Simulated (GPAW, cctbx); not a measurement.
# ScTiAl: deformation density and structure factors from DFT

Question: by how much does bonding change the X-ray structure factors of ScTiAl, and what does a routine refinement make of it?

The start was made by putting kin elements into a known structure type; the compound need not exist, or be stable, in this form. All numbers below are calculated.

## 1. Relax the structure

The density hangs on the geometry, so cell and atoms are relaxed first, with the symmetry held. The cutoff is set higher than for the density because stress converges slowly with plane waves.

Settings: GPAW 26.7.0, PBE, 570 eV, 5×5×4 k-points (along the axes of the calculation cell), Fermi–Dirac width 0.1 eV, BFGS to 0.03 eV/Å.

```text
cell
1.0
    -3.813000000    0.000000000    0.000000000
     1.906500000   -4.923500000    0.000000000
     0.000000000    0.000000000    5.443000000
Ti Sc Al
2 2 2
Direct
0.604300000 0.208600000 0.750000000
0.395700000 0.791400000 0.250000000
0.317000000 0.634000000 0.750000000
0.683000000 0.366000000 0.250000000
0.000000000 0.000000000 0.000000000
0.000000000 0.000000000 0.500000000
```

```console
$ OMP_NUM_THREADS=1 mpirun -n 4 gpaw python run.py > gpaw.log
```

```text
BFGS:    0      -29.900670        1.978752
BFGS:    1      -30.003786        1.824227
BFGS:    2      -30.390180        1.074239
BFGS:    3      -30.556176        0.521756
...
BFGS:   17      -30.842288        0.173234
BFGS:   18      -30.846591        0.067825
BFGS:   19      -30.847089        0.020783
cell  4.4633 5.2734 5.5259  90.00 90.00 115.04
volume 117.841 A^3, largest force 0.021 eV/A, largest stress 0.14 GPa
```

The cell moved far, while the k-mesh and basis were chosen for the start, so the final shape may be somewhat biased.

After 19 steps the volume has changed by +15.3 % and the energy by -0.946 eV; the largest stress left is 0.14 GPa. It took 10 min on 4 cores of Arm Neoverse V1 (shared host), peak memory 1.4 GiB.

Relaxed structure: Cmcm (no. 63), a = 4.4633 Å, b = 9.5559 Å, c = 5.5259 Å, α = 90.00°, β = 90.00°, γ = 90.00°.

| atom | mult. | x | y | z |
| --- | --- | --- | --- | --- |
| Ti1 | 4 | 0 | 0.4216 | 1/4 |
| Sc1 | 4 | 1/2 | 0.2083 | 1/4 |
| Al1 | 4 | 0 | 0 | 1/2 |

## 2. Density and charge transfer

X-rays see the whole electron density, so the PAW density is rebuilt with its core regions. Subtracting spherical free atoms from the same code cancels the cores and leaves the deformation density Δρ, the part due to bonding.

Settings: PBE, 450 eV, 6×6×4 k-points (along the axes of the calculation cell), Fermi–Dirac width 0.1 eV; primitive cell of 6 atoms.

```console
$ OMP_NUM_THREADS=1 mpirun -n 4 gpaw python run.py > gpaw.log
```

```text
|iter:   1|       0s |  -31.566805 | +0.46 |       |
|iter:   2|       3s |  -31.368257 | -0.86 | -1.21 |
|iter:   3|       6s |  -31.318972 | -0.19 | -1.25 |
...
|iter:  12|      30s |  -30.677391c| -6.55 | -5.23c|
|iter:  13|      32s |  -30.677391c| -7.12 | -5.53c|
|iter:  14|      34s |  -30.677391c| -7.53c| -6.11c|
```

```text
gpts.py:43: UserWarning: Initial realspace grid (24,27,28) inconsistent with symmetries.
gpts.py:43: UserWarning: Initial realspace grid (24,27,28) inconsistent with symmetries.
gpts.py:43: UserWarning: Initial realspace grid (24,27,28) inconsistent with symmetries.
gpts.py:43: UserWarning: Initial realspace grid (24,27,28) inconsistent with symmetries.
gpts.py:70: UserWarning: Using symmetrized grid: (27,27,28).
gpts.py:70: UserWarning: Using symmetrized grid: (27,27,28).
gpts.py:70: UserWarning: Using symmetrized grid: (27,27,28).
gpts.py:70: UserWarning: Using symmetrized grid: (27,27,28).
grid (54, 54, 56)  electrons 112.000  moved by bonding 1.007 e
deformation density beyond 0.5 A of the nuclei: max 0.097, min -0.117 e/A^3
atom        x       y       z   Voronoi charge  moment
Ti1    0.5784  0.1567  0.2500     -0.073       0.00
Ti2    0.4216  0.8433  0.7500     -0.073       0.00
Sc3    0.2917  0.5835  0.2500      0.110       0.00
Sc4    0.7083  0.4165  0.7500      0.110       0.00
Al5    0.0000  0.0000  0.5000     -0.036       0.00
Al6    0.0000  0.0000  0.0000     -0.036       0.00
mean inner potential of superposed free atoms 18.695 V
total magnetic moment 0.000 muB
```

Deformation density in a plane through the shortest contact of the Ti atom at the origin, in 0.01 e/Å³ (clipped at ±99); x from -1.6 to 4.3 Å, y from 2.4 down to -2.4 Å:

```text
 -4   .   .  -4   0   3   0  -4   .   .  -1  -2   1   2   1   0
 -1  -4  -5  -2   3   4   2  -1  -4  -5  -4  -1   2   2   2   1
  3   1   0   2   4   4   3   2   1   0   0   2   3   4   3   2
  4   3   2   2   2   3   3   4   4   3   2   2   3   4   4   3
  3   2   0  -2  -3  -1   1   4   5   3  -1  -2  -1   3   4   2
  2   0  -2  -3   .  -5  -1   2   4   0  -4   .  -4  -1   2   0
  2   0  -3   .   .   .  -4   1   2  -2   .   .   .  -2   2   1
  2   0  -2   3   .  -2  -3   1   2  -1  -4   .  -4   1   4   2
  1   0  -2  -2  -2  -2  -1   2   4   2  -1  -2   0   3   5   4
  0  -1  -1  -1  -1   0   1   3   4   4   3   2   2   3   4   3
 -3  -3  -1   1   1   2   2   2   3   4   3   2   0   0   1   2
 -4  -3  -2   0   2   2   1   1   2   3   2  -1  -4  -5  -4  -1
  .   1  -3  -1   1   1   0   0   1   2   1  -2  -1   .   .  -4
```

Atoms in or within 0.15 Å of the plane: Ti (0.0, 0.0), Al (2.7, 0.0) Å. Dots mark points within about 0.45 Å of a nucleus; large values next to them are atomic features.

Ti gains most (-0.07 e) and Sc loses most (+0.11 e), which isn't the order of electronegativity: valence and coordination count too, and Voronoi cells cut space at the midplane whatever the atoms' sizes. Along the shortest contact from the Ti atom at the map's origin, Ti–Al at 2.73 Å, Δρ is +0.02 e/Å³ at the midpoint: little piles up between the atoms, as is usual in a metallic crystal, which this run finds. At the midpoints of other shortest contacts it is -0.01 (Ti–Sc, 2.74 Å), +0.02 (Al–Al, 2.76 Å), +0.01 (Sc–Al, 3.11 Å) and +0.03 (Ti–Ti, 3.14 Å) e/Å³. Point values carry grid noise of about 0.01 e/Å³. The run needed 14 iterations, 45 s.

## 3. From the density to structure factors

The Fourier components of Δρ, added to those of the free atoms, give the static X-ray structure factors; the Mott–Bethe relation turns them into the Fourier components V of the potential that fast electrons feel.

```text
static structure factors of the conventional cell: F in electrons, V (Mott-Bethe) in volts
   h  k  l      d  |F| table  |F| free   |F| DFT   change   |V| free  |V| DFT  change %
   0  2  0  4.7779    24.038    24.081    24.989    0.908     1.725    1.322    -23.4
   1  1  0  4.0439    40.955    40.906    41.321    0.415     2.042    1.910     -6.5
   0  2  1  3.6143    25.985    25.963    26.237    0.274     1.342    1.273     -5.2
   1  1  1  3.2634    30.771    30.764    30.932    0.168     1.816    1.781     -1.9
   0  0  2  2.7630    91.428    91.058    90.495   -0.563     4.297    4.380      1.9
   1  3  0  2.5927    74.459    74.428    73.841   -0.587     3.767    3.844      2.0
   0  2  2  2.3918    52.690    52.719    52.486   -0.233     2.594    2.620      1.0
   0  4  0  2.3890    41.236    41.275    41.198   -0.077     2.046    2.055      0.4
   1  3  1  2.3472   104.023   103.724   103.024   -0.700     4.629    4.704      1.6
   1  1  2  2.2813   105.147   104.935   104.163   -0.773     4.695    4.774      1.7
   2  0  0  2.2317   154.308   153.991   153.009   -0.982     6.781    6.876      1.4
   0  4  1  2.1928   105.773   105.499   105.110   -0.389     4.528    4.565      0.8
   2  2  0  2.0220    18.605    18.549    17.928   -0.621     0.749    0.798      6.6
   2  2  1  1.8988    20.511    20.425    20.464    0.039     0.759    0.756     -0.4
```

The largest X-ray change is -0.98 e on 200, 0.6 % of |F|. For electrons V goes as (Z − F)/g², so a change of F counts against Z − F, which is small at low angle and wherever the atoms' terms cancel: |V| of 020 moves by -23.4 % (1.73 to 1.32 V) against +3.8 % in |F|. The last three rows still change by up to 0.62 e; the table stops while the angles are still low. The tabulated Hartree–Fock atoms differ from the free DFT atoms by up to 0.37 e, so the choice of reference atom matters too.

## 4. What a spherical-atom refinement makes of it

Routine crystallography fits spherical atoms. To see the bias, intensities are simulated from tabulated atoms plus the DFT change ΔF, so that bonding alone can misfit (3868 reflections of the full sphere, merged to the counts below, to 0.5 Å, 1 % proportional noise plus counting noise, assumed isotropic U as listed, Δρ smeared by the mean U) and refined with cctbx over different ranges.

```csv
range,data,R1,GooF,U Ti1 (true 0.0072),U Sc1 (true 0.0073),U Al1 (true 0.0084),largest shift (Å),"Δρ max, min (e/Å³)"
all data,571,0.0061,1.10,0.0072,0.0073,0.0083,0.0001,"0.20, -0.19"
"low resolution, d > 0.84",135,0.0053,1.41,0.0072,0.0073,0.0081,0.0003,"0.09, -0.11"
"high order, d < 0.75",393,0.0066,0.96,0.0071,0.0072,0.0083,0.0002,"0.16, -0.12"
"occupancies free, d > 0.7",220,0.0056,1.30,0.0073,0.0073,0.0082,0.0002,"0.18, -0.12"
```

With all data GooF is 1.10, diluted by the many high-angle data; the misfit shows at low resolution; the top residual peak lies 1.77 Å from Ti and 2.25 Å from Sc. No U is off by more than 3 s.u. at low resolution. With Ti1 held at 1 and the scale free, the other occupancies refine to Sc1 0.999(0.001) and Al1 0.997(0.002), within three s.u. of full.

## 5. Answer

Bonding moves 1.01 e in the primitive cell of ScTiAl and changes the structure factors of the conventional cell in the table above by at most 0.98 e (200, 0.6 %), and among reflections above 2 % of the strongest by up to 3.8 % (020). The shortest bond, Ti–Al, has Δρ = +0.02 e/Å³ at its midpoint, with no localised bond charge. With all data GooF is 1.10, diluted by the many high-angle data. Limits: static density, frozen cores, no spin–orbit coupling.

[Outputs are excerpts: Python notices, other lines and further rows are left out; steps that failed or that the build refused (PBEsol, TPSS) are not shown.]

[Logs are printed without paths, hosts, clocks, repeated set-up lines and the standing remarks that a program may print on its own settings, such as how far it seeks lower states.]
